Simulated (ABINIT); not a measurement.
## GaP (F-43m): G0W0 with ABINIT, start to end

Wanted: ground state, empty states, screening and self-energy for GaP (F-43m).

Main program and level: ABINIT 10.8.3; PBE and many-body steps on it, plane waves.

**The experiments to reproduce.**

- Gap 2.25 ± 0.04 eV: optical gap from Tauc plot (fundamental, indirect); spectroscopic ellipsometry, Tauc-Lorentz fit and Tauc plot; 300 K; film (GaP layer on Si reference sample) on Si (“Assessment of GaPSb/Si tandem material association properties for photoelectrochemical cells”, 2020, arxiv:2002.02774).

**1. Set-up**

The structure is cubic, space group F-43m (No. 216). The conventional cell has a = 5.450 Å, b = 5.450 Å, c = 5.450 Å, α = 90.00°, β = 90.00°, γ = 90.00°. Nearest to Ga lie 4 P at 2.36 Å. Nearest to P lie 4 Ga at 2.36 Å. Farther neighbours, and contacts between anions beyond the nearest, are not listed.

The cell and positions come from the Crystallography Open Database and are kept as given unless a step says otherwise.

**2. Ground state**

This step: ABINIT 10.8.3; DFT, PBE with spin-orbit coupling, plane waves, norm-conserving pseudopotentials.

The ground-state density comes first.

The input, run.abi:

```
acell 3*1.0 Angstrom
rprim 
  0.000000000000 2.725250000000 2.725250000000
  2.725250000000 0.000000000000 2.725250000000
  2.725250000000 2.725250000000 0.000000000000
ntypat 2
znucl 31 15
natom 2
typat 1 2
xred 
  0.000000000000 0.000000000000 0.000000000000
  0.250000000000 0.250000000000 0.250000000000
pp_dirpath "pseudos"
pseudos "Ga.upf, P.upf"
ecut 45
nspinor 2
ngkpt 6 6 6
nshiftk 1
shiftk 0 0 0
kptopt 1
chksymbreak 0
nband 36
occopt 1
tolvrs 1e-10
nstep 60
prtwf 0
optforces 0
optstress 0
indata_prefix "in"
outdata_prefix "out"
tmpdata_prefix "tmp"
```

Run with:

```console
$ OMP_NUM_THREADS=1 mpirun -n 8 abinit run.abi > log
```

Log:

```text
.Version 10.8.3 of ABINIT. v10.8.2 released Aug 2026.

 Symmetries : space group F-4 3 m (#216); Bravais cF (face-center cubic)
================================================================================
 Values of the parameters that define the memory need of the present run
     intxc =       0    ionmov =       0      iscf =       7    lmnmax =      14
     lnmax =      14     mgfft =      45  mpssoang =       5    mqgrid =    3001
     natom =       2  nloc_mem =       1    nspden =       1   nspinor =       2
    nsppol =       1      nsym =      24    n1xccc =    2501    ntypat =       2
    occopt =       1   xclevel =       2
-    mband =          36        mffmem =           1         mkmem =           2
       mpw =        3954          nfft =       91125          nkpt =          16
================================================================================
  Rough estimation (10% accuracy) of disk space for files :
================================================================================

--------------------------------------------------------------------------------
------------- Echo of variables that govern the present computation ------------
--------------------------------------------------------------------------------
 -outvars: echo values of preprocessed input variables --------
            acell      1.8897261259E+00  1.8897261259E+00  1.8897261259E+00 Bohr

      chksymbreak           0
             ecut      4.50000000E+01 Hartree
-          fftalg         312

              ixc     -101130
              kpt      0.00000000E+00  0.00000000E+00  0.00000000E+00
                       1.66666667E-01  0.00000000E+00  0.00000000E+00
                       3.33333333E-01  0.00000000E+00  0.00000000E+00
                       5.00000000E-01  0.00000000E+00  0.00000000E+00
                       1.66666667E-01  1.66666667E-01  0.00000000E+00
                       3.33333333E-01  1.66666667E-01  0.00000000E+00
                       5.00000000E-01  1.66666667E-01  0.00000000E+00
                      -3.33333333E-01  1.66666667E-01  0.00000000E+00
                      -1.66666667E-01  1.66666667E-01  0.00000000E+00
   [... 5 further rows ...]
                      -3.33333333E-01  3.33333333E-01  1.66666667E-01
                      -3.33333333E-01  5.00000000E-01  1.66666667E-01
         kptrlatt        6    0    0      0    6    0      0    0    6
          kptrlen      4.36989965E+01
P           mkmem           2
            natom           2
            nband          36
            ngfft          45      45      45
             nkpt          16
          nspinor           2
            nstep          60
             nsym          24
           ntypat           2
              occ      1.000000  1.000000  1.000000  1.000000  1.000000  1.000000
                       1.000000  1.000000  1.000000  1.000000  1.000000  1.000000
                       1.000000  1.000000  1.000000  1.000000  1.000000  1.000000
                       1.000000  1.000000  1.000000  1.000000  1.000000  1.000000
                       1.000000  1.000000  0.000000  0.000000  0.000000  0.000000
                       0.000000  0.000000  0.000000  0.000000  0.000000  0.000000
        optforces           0
        optstress           0
            prtwf           0
            rprim      0.0000000000E+00  2.7252500000E+00  2.7252500000E+00
[...]
spgroup         216

           tolvrs      1.00000000E-10

             xred      0.0000000000E+00  0.0000000000E+00  0.0000000000E+00
[...]
znucl       31.00000   15.00000

================================================================================

 chkinp: Checking input parameters for consistency.

================================================================================
== DATASET  1 ==================================================================
-   mpi_nproc: 8, omp_nthreads: 1 (-1 if OMP is not activated)

--- !DatasetInfo
iteration_state: {dtset: 1, }
dimensions: {natom: 2, nkpt: 16, mband: 36, nsppol: 1, nspinor: 2, nspden: 1, mpw: 3954, }
cutoff_energies: {ecut:  45.0, pawecutdg:  -1.0, }
electrons: {nelect:   2.60000000E+01, charge:   0.00000000E+00, occopt:   1.00000000E+00, tsmear:   1.00000000E-02, }

 Real(R)+Recip(G) space primitive vectors, cartesian coordinates (Bohr,Bohr^-1):
 R(1)=  0.0000000  5.1499761  5.1499761  G(1)= -0.0970878  0.0970878  0.0970878
 R(2)=  5.1499761  0.0000000  5.1499761  G(2)=  0.0970878 -0.0970878  0.0970878
 R(3)=  5.1499761  5.1499761  0.0000000  G(3)=  0.0970878  0.0970878 -0.0970878
 Unit cell volume ucvol=  2.7317795E+02 bohr^3
 Angles (23,13,12)=  6.00000000E+01  6.00000000E+01  6.00000000E+01 degrees

 getcut: wavevector=  0.0000  0.0000  0.0000  ngfft=  45  45  45
         ecut(hartree)=     45.000   => boxcut(ratio)=   2.00060

--- Pseudopotential description ------------------------------------------------
- Ga Generated using ONCVPSP code by D. R. Hamann
- 31.00000  21.00000  180506                  znucl, zion, pspdat
12 -101130 2 -1 1926                          pspcod,pspxc,lmax,lloc,mmax
     nproj     2     3     2     0
     spin-orbit psp
        nprojso     4     3     0
  pspatm : epsatm=   21.86199699
         --- l  ekb(1:nproj) -->
[...]
1   -5.676217   -1.349810   -0.000026
[...]
spin-orbit 1    0.211857    0.072172   -0.001103   -0.000023
  spin-orbit 2    0.017944    0.011148   -0.000068
 pspatm: atomic psp has been read  and splines computed

- P Generated using ONCVPSP code by D. R. Hamann
- 15.00000   5.00000  180423                  znucl, zion, pspdat
12 -101130 2 -1 1298                          pspcod,pspxc,lmax,lloc,mmax
     nproj     2     3     2     0
     spin-orbit psp
        nprojso     3     3     0
  pspatm : epsatm=    8.06211112
         --- l  ekb(1:nproj) -->
[...]
1    3.371810    0.885290    0.000254
             2   -3.154886   -0.827406
  spin-orbit 1    0.099751   -0.022775    0.007813
  spin-orbit 2    0.001367    0.000277   -0.000084
 pspatm: atomic psp has been read  and splines computed

   7.78026811E+02                                ecore*ucvol(ha*bohr**3)
--------------------------------------------------------------------------------

_setup2: Arith. and geom. avg. npw (full set) are    3936.912    3936.882

================================================================================

--- !BeginCycle
iteration_state: {dtset: 1, }
solver: {iscf: 7, nstep: 60, nline: 4, wfoptalg: 0, }
tolerances: {tolvrs: 1.00E-10, }

     iter   Etot(hartree)      deltaE(h)  residm     vres2
 ETOT  1  -253.08471734132    -2.531E+02 5.933E-01 2.221E+03
 ETOT  2  -254.61560561978    -1.531E+00 5.419E-02 3.973E+03
 ETOT  3  -255.16463877483    -5.490E-01 2.090E-02 4.972E+02
 ETOT  4  -255.20551039860    -4.087E-02 2.064E-03 1.850E+02
 ETOT  5  -255.23047878447    -2.497E-02 8.529E-04 1.209E+00
 ETOT  6  -255.23031546209     1.633E-04 3.321E-04 3.018E+00
 ETOT  7  -255.23075641595    -4.410E-04 9.495E-05 2.118E-02
 ETOT  8  -255.23075861339    -2.197E-06 1.245E-04 7.295E-03
 ETOT  9  -255.23075969732    -1.084E-06 3.176E-05 8.689E-05
 ETOT 10  -255.23075971094    -1.362E-08 6.903E-05 7.594E-09
 ETOT 11  -255.23075971096    -1.972E-11 3.126E-05 2.679E-09
 ETOT 12  -255.23075971097    -1.268E-11 6.176E-05 5.680E-10
 ETOT 13  -255.23075971095     2.274E-11 2.913E-05 6.473E-12

 At SCF step   13       vres2   =  6.47E-12 < tolvrs=  1.00E-10 =>converged.

--- !ResultsGS
iteration_state: {dtset: 1, }
comment   : Summary of ground state results
lattice_vectors:
- [  0.0000000,   5.1499761,   5.1499761, ]
- [  5.1499761,   0.0000000,   5.1499761, ]
- [  5.1499761,   5.1499761,   0.0000000, ]
lattice_lengths: [   7.28317,    7.28317,    7.28317, ]
lattice_angles: [ 60.000,  60.000,  60.000, ] # degrees, (23, 13, 12)
lattice_volume:   2.7317795E+02
convergence: {deltae:  2.274E-11, res2:  6.473E-12, residm:  2.913E-05, diffor:  0.000E+00, }
etotal    :  -2.55230760E+02
entropy   :   0.00000000E+00
fermie    :   1.93181875E-01
cartesian_stress_tensor: null
pressure_GPa: null
xred      :
- [  0.0000E+00,   0.0000E+00,   0.0000E+00, Ga]
- [  2.5000E-01,   2.5000E-01,   2.5000E-01,  P]
cartesian_forces: null
force_length_stats: {min: null, max: null, mean: null, }

 Integrated electronic density in atomic spheres:
 ------------------------------------------------
 Atom  Sphere_radius  Integrated_density
    1        2.00000         18.81113308
    2        2.00000          2.80797927
================================================================================

 ----iterations are completed or convergence reached----

 Mean square residual over all n,k,spin=   87.908E-09; max=  29.132E-06
 reduced coordinates (array xred) for    2 atoms
       0.000000      0.000000      0.000000
       0.250000      0.250000      0.250000
 rms dE/dt=  0.0000E+00; max dE/dt=  0.0000E+00; dE/dt below (all hartree)
    1       0.000000      0.000000      0.000000
    2       0.000000      0.000000      0.000000

 cartesian coordinates (angstrom) at end:
    1      0.000000     0.000000     0.000000
    2      1.362625     1.362625     1.362625
 length scales=  1.889726  1.889726  1.889726 bohr
              =  1.000000  1.000000  1.000000 angstroms
 prteigrs : about to open file out_EIG
 Fermi (or HOMO) energy (hartree) =   0.19318   Average Vxc (hartree)=  -0.36115
 Eigenvalues (hartree) for nkpt=  16  k points:
 kpt#   1, nband= 36, wtk=  0.00463, kpt=  0.0000  0.0000  0.0000 (reduced coord)
  -5.08286   -5.08286   -3.35985   -3.35985   -3.22655   -3.22655   -3.22655   -3.22655
  -0.35161   -0.35161   -0.35161   -0.35161   -0.33611   -0.33611   -0.33392   -0.33392
  -0.33392   -0.33392   -0.26710   -0.26710    0.19009    0.19009    0.19318    0.19318
   0.19318    0.19318    0.25871    0.25871    0.33080    0.33080    0.33692    0.33692
   0.33692    0.33692    0.51584    0.51584
 prteigrs : prtvol=0 or 1, do not print more k-points.

--- !EnergyTerms
iteration_state     : {dtset: 1, }
comment             : Components of total free energy in Hartree
kinetic             :  1.228342E+02
hartree             :  1.162567E+02
xc                  : -2.791022E+01
Ewald energy        : -1.118914E+02
psp_core            :  2.848059E+00
local_psp           : -2.992019E+02
non_local_psp       : -5.816621E+01
total_energy        : -2.552308E+02
total_energy_eV     : -6.945183E+03
band_energy         : -3.317528E+01

== END DATASET(S) ==============================================================
================================================================================

 -outvars: echo values of variables after computation  --------
           etotal     -2.5523075971E+02
            nband          36
             nkpt          16
          spgroup         216
 [... the other variables as echoed above ...]

 Calculation completed.
```

Wall time 34 s (8 MPI ranks of Arm Neoverse V2, shared host); peak memory 0.69 GiB; 4.5 min of CPU time.

Numbers from this step:

```
total energy               : -6945.1828 eV
gap                        : 1.624 eV
k of the valence top       : 0, 0, 0
k of the conduction bottom : 0.5, 0.5, 0
least direct gap           : 1.783 eV
```

The gap is indirect, with the least direct gap 0.16 eV higher.

**3. Bands along the symmetry lines**

Levels along a band path, at the cheap level, show where the edges lie and whether the meshes to come will hold them.

The input, run.abi:

```
acell 3*1.0 Angstrom
rprim 
  0.000000000000 2.725250000000 2.725250000000
  2.725250000000 0.000000000000 2.725250000000
  2.725250000000 2.725250000000 0.000000000000
ntypat 2
znucl 31 15
natom 2
typat 1 2
xred 
  0.000000000000 0.000000000000 0.000000000000
  0.250000000000 0.250000000000 0.250000000000
pp_dirpath "pseudos"
pseudos "Ga.upf, P.upf"
ecut 45
nspinor 2
iscf -2
irdden 1
kptopt 0
nkpt 26
kpt 
  0.00000000 0.00000000 0.00000000
  -0.12500000 -0.12500000 0.00000000
  -0.25000000 -0.25000000 0.00000000
  -0.37500000 -0.37500000 0.00000000
  -0.50000000 -0.50000000 0.00000000
  -0.46875000 -0.46875000 0.06250000
  -0.43750000 -0.43750000 0.12500000
  -0.40625000 -0.40625000 0.18750000
  -0.37500000 -0.37500000 0.25000000
  -0.37500000 0.00000000 0.37500000
  -0.28125000 0.00000000 0.28125000
  -0.18750000 0.00000000 0.18750000
  -0.09375000 0.00000000 0.09375000
  0.00000000 0.00000000 0.00000000
  0.00000000 0.00000000 0.12500000
  0.00000000 0.00000000 0.25000000
  0.00000000 0.00000000 0.37500000
  -0.00000000 -0.00000000 0.50000000
  -0.12500000 -0.06250000 0.43750000
  -0.25000000 -0.12500000 0.37500000
  -0.37500000 -0.18750000 0.31250000
  -0.50000000 -0.25000000 0.25000000
  -0.50000000 -0.31250000 0.18750000
  -0.50000000 -0.37500000 0.12500000
  -0.50000000 -0.43750000 0.06250000
  -0.50000000 -0.50000000 0.00000000
istwfk *1
nband 42
nbdbuf 6
tolwfr 1e-08
nstep 40
prtwf 0
prtvol 0
indata_prefix "in"
outdata_prefix "out"
tmpdata_prefix "tmp"
```

Log:

```text
.Version 10.8.3 of ABINIT. v10.8.2 released Aug 2026.

 Symmetries : space group F-4 3 m (#216); Bravais cF (face-center cubic)
[... echo of the input left out ...]
== DATASET  1 ==================================================================
-   mpi_nproc: 8, omp_nthreads: 1 (-1 if OMP is not activated)

--- !DatasetInfo
iteration_state: {dtset: 1, }
dimensions: {natom: 2, nkpt: 26, mband: 42, nsppol: 1, nspinor: 2, nspden: 1, mpw: 3972, }
cutoff_energies: {ecut:  45.0, pawecutdg:  -1.0, }
electrons: {nelect:   2.60000000E+01, charge:   0.00000000E+00, occopt:   1.00000000E+00, tsmear:   1.00000000E-02, }

 Real(R)+Recip(G) space primitive vectors, cartesian coordinates (Bohr,Bohr^-1):
 R(1)=  0.0000000  5.1499761  5.1499761  G(1)= -0.0970878  0.0970878  0.0970878
 R(2)=  5.1499761  0.0000000  5.1499761  G(2)=  0.0970878 -0.0970878  0.0970878
 R(3)=  5.1499761  5.1499761  0.0000000  G(3)=  0.0970878  0.0970878 -0.0970878
 Unit cell volume ucvol=  2.7317795E+02 bohr^3
 Angles (23,13,12)=  6.00000000E+01  6.00000000E+01  6.00000000E+01 degrees

 getcut: wavevector=  0.0000  0.0000  0.0000  ngfft=  45  45  45
         ecut(hartree)=     45.000   => boxcut(ratio)=   2.00060

--- Pseudopotential description ------------------------------------------------
- Ga Generated using ONCVPSP code by D. R. Hamann
- 31.00000  21.00000  180506                  znucl, zion, pspdat
12 -101130 2 -1 1926                          pspcod,pspxc,lmax,lloc,mmax
     nproj     2     3     2     0
     spin-orbit psp
        nprojso     4     3     0
  pspatm : epsatm=   21.86199699
         --- l  ekb(1:nproj) -->
             0   -1.217787    4.966043
             1   -5.676217   -1.349810   -0.000026
             2  -10.594497   -3.838259
  spin-orbit 1    0.211857    0.072172   -0.001103   -0.000023
  spin-orbit 2    0.017944    0.011148   -0.000068
 pspatm: atomic psp has been read  and splines computed

- P Generated using ONCVPSP code by D. R. Hamann
- 15.00000   5.00000  180423                  znucl, zion, pspdat
12 -101130 2 -1 1298                          pspcod,pspxc,lmax,lloc,mmax
     nproj     2     3     2     0
     spin-orbit psp
        nprojso     3     3     0
  pspatm : epsatm=    8.06211112
         --- l  ekb(1:nproj) -->
             0    1.052847    6.598958
             1    3.371810    0.885290    0.000254
[...]
spin-orbit 1    0.099751   -0.022775    0.007813
  spin-orbit 2    0.001367    0.000277   -0.000084
 pspatm: atomic psp has been read  and splines computed

--------------------------------------------------------------------------------

================================================================================
 prteigrs : about to open file out_EIG
 Non-SCF case, kpt    1 (  0.00000  0.00000  0.00000), residuals and eigenvalues=
  4.44E-09  8.13E-09  1.82E-09  2.58E-09  1.53E-09  4.54E-09  3.37E-09  3.67E-09
[...]
Non-SCF case, kpt    2 ( -0.12500 -0.12500  0.00000), residuals and eigenvalues=
[...]
1.51E-04  4.57E-04
[...]
Non-SCF case, kpt    3 ( -0.25000 -0.25000  0.00000), residuals and eigenvalues=
[...]
1.06E-04  9.89E-05
[...]
Non-SCF case, kpt   25 ( -0.50000 -0.43750  0.06250), residuals and eigenvalues=
[...]
Non-SCF case, kpt   26 ( -0.50000 -0.50000  0.00000), residuals and eigenvalues=
[...]
5.7895E-01  5.7895E-01  5.8239E-01  5.8239E-01  6.0305E-01  6.0305E-01
  6.4433E-01  6.4433E-01  6.6590E-01  6.6590E-01  6.6655E-01  6.6655E-01

--- !ResultsGS
iteration_state: {dtset: 1, }
comment   : Summary of ground state results
lattice_vectors:
- [  0.0000000,   5.1499761,   5.1499761, ]
- [  5.1499761,   0.0000000,   5.1499761, ]
- [  5.1499761,   5.1499761,   0.0000000, ]
lattice_lengths: [   7.28317,    7.28317,    7.28317, ]
lattice_angles: [ 60.000,  60.000,  60.000, ] # degrees, (23, 13, 12)
lattice_volume:   2.7317795E+02
convergence: {deltae:  0.000E+00, res2:  0.000E+00, residm:  9.966E-09, diffor:  0.000E+00, }
etotal    :  -2.55230760E+02
entropy   :   0.00000000E+00
fermie    :   1.93181875E-01
cartesian_stress_tensor: null
pressure_GPa: null
xred      :
- [  0.0000E+00,   0.0000E+00,   0.0000E+00, Ga]
- [  2.5000E-01,   2.5000E-01,   2.5000E-01,  P]
cartesian_forces: null
force_length_stats: {min: null, max: null, mean: null, }

 Integrated electronic density in atomic spheres:
 ------------------------------------------------
 Atom  Sphere_radius  Integrated_density
[...]
================================================================================

 ----iterations are completed or convergence reached----

 Mean square residual over all n,k,spin=   51.183E-10; max=  99.665E-10
 reduced coordinates (array xred) for    2 atoms
       0.000000      0.000000      0.000000
       0.250000      0.250000      0.250000

 cartesian coordinates (angstrom) at end:
    1      0.000000     0.000000     0.000000
    2      1.362625     1.362625     1.362625
 length scales=  1.889726  1.889726  1.889726 bohr
              =  1.000000  1.000000  1.000000 angstroms
 prteigrs : about to open file out_EIG
 Eigenvalues (hartree) for nkpt=  26  k points:
 kpt#   1, nband= 42, wtk=  1.00000, kpt=  0.0000  0.0000  0.0000 (reduced coord)
[...]
kpt#   2, nband= 42, wtk=  1.00000, kpt= -0.1250 -0.1250  0.0000 (reduced coord)
[...]
kpt#   3, nband= 42, wtk=  1.00000, kpt= -0.2500 -0.2500  0.0000 (reduced coord)
[...]
kpt#  25, nband= 42, wtk=  1.00000, kpt= -0.5000 -0.4375  0.0625 (reduced coord)
[...]
0.67711    0.67741
 kpt#  26, nband= 42, wtk=  1.00000, kpt= -0.5000 -0.5000  0.0000 (reduced coord)
[...]
0.09388    0.09388    0.25286    0.25286    0.25906    0.25906    0.57895    0.57895
   0.58239    0.58239    0.60305    0.60305    0.64433    0.64433    0.66590    0.66590
   0.66655    0.66655

== END DATASET(S) ==============================================================
================================================================================

 -outvars: echo values of variables after computation  --------
            nband          42
             nkpt          26
          spgroup         216
 [... the other variables as echoed above ...]

 Calculation completed.
```

Wall time 29 s (8 MPI ranks); peak memory 0.65 GiB; 3.9 min of CPU time.

Read from the output:

| Item | Value |
| --- | --- |
| gap | 1.611 eV |
| k of the valence top | 0, 0, 0 |
| k of the conduction bottom | -0.375, -0.375, 0 |
| least direct gap | 1.783 eV |

The gap is 1.611 eV, −0.013 eV from the run before at this level.

The electronic bands at the labelled points (eV, zero at the top of the highest filled band):

```tsv
point	band 23	band 24	band 25	band 26	band 27	band 28	band 29	band 30
Γ	0.00	0.00	0.00	0.00	1.78	1.78	3.74	3.74
halfway	-1.73	-1.73	-1.70	-1.70	2.15	2.15	3.69	3.69
X	-2.73	-2.73	-2.70	-2.70	1.62	1.62	1.79	1.79
halfway	-3.28	-3.26	-2.60	-2.60	1.82	1.82	2.72	2.73
U	-3.98	-3.96	-2.29	-2.28	2.15	2.16	4.77	4.77
jump to K	-3.98	-3.96	-2.29	-2.28	2.15	2.16	4.77	4.77
halfway	-2.49	-2.46	-0.70	-0.69	3.24	3.26	4.90	4.96
Γ	0.00	0.00	0.00	0.00	1.78	1.78	3.74	3.74
halfway	-0.72	-0.72	-0.66	-0.66	2.12	2.12	4.66	4.66
L	-1.18	-1.18	-1.11	-1.11	1.64	1.64	4.66	4.66
halfway	-3.23	-3.21	-1.98	-1.95	3.42	3.42	4.25	4.29
W	-3.62	-3.60	-3.47	-3.42	4.67	4.67	4.82	4.84
halfway	-3.20	-3.19	-3.14	-3.10	2.72	2.75	2.91	2.92
X	-2.73	-2.73	-2.70	-2.70	1.62	1.62	1.79	1.79
```

[end of part 1 of 2]

[Long decimals in the printed logs are rounded to 6 places.]

[Logs are printed without paths, hosts, clocks, repeated set-up lines and the standing remarks that a program may print on its own settings, such as how far it seeks lower states.]

[Paths, hosts, dates, memory and timing lines, banners, echoed tables and standing remarks are left out of the program output; an Ansatz launch command may be rebuilt from the run's recorded settings. Measured values are a selection of at most five: reports struck by readers or far from the other reports are left out. None is set beside runs whose start may be inverted or whose files or cutoffs have a known fault.]

[Runs of the session that timed out or met a known fault of the program may be left out.]

[Hosts, paths, dates, database ids (printed as entryN), source tags and the programs' standing remarks are cut or masked in the printed files.]

[G0W0 gaps are taken among the corrected bands and points alone; a level outside them can change the order at an edge.]

[Where Ansatz stands beside ABINIT at settings called matched, ABINIT's density can come from a denser mesh and the files from another edition; pairs whose starting gaps differed by over 0.03 eV were left out, so agreement reads better than it is.]
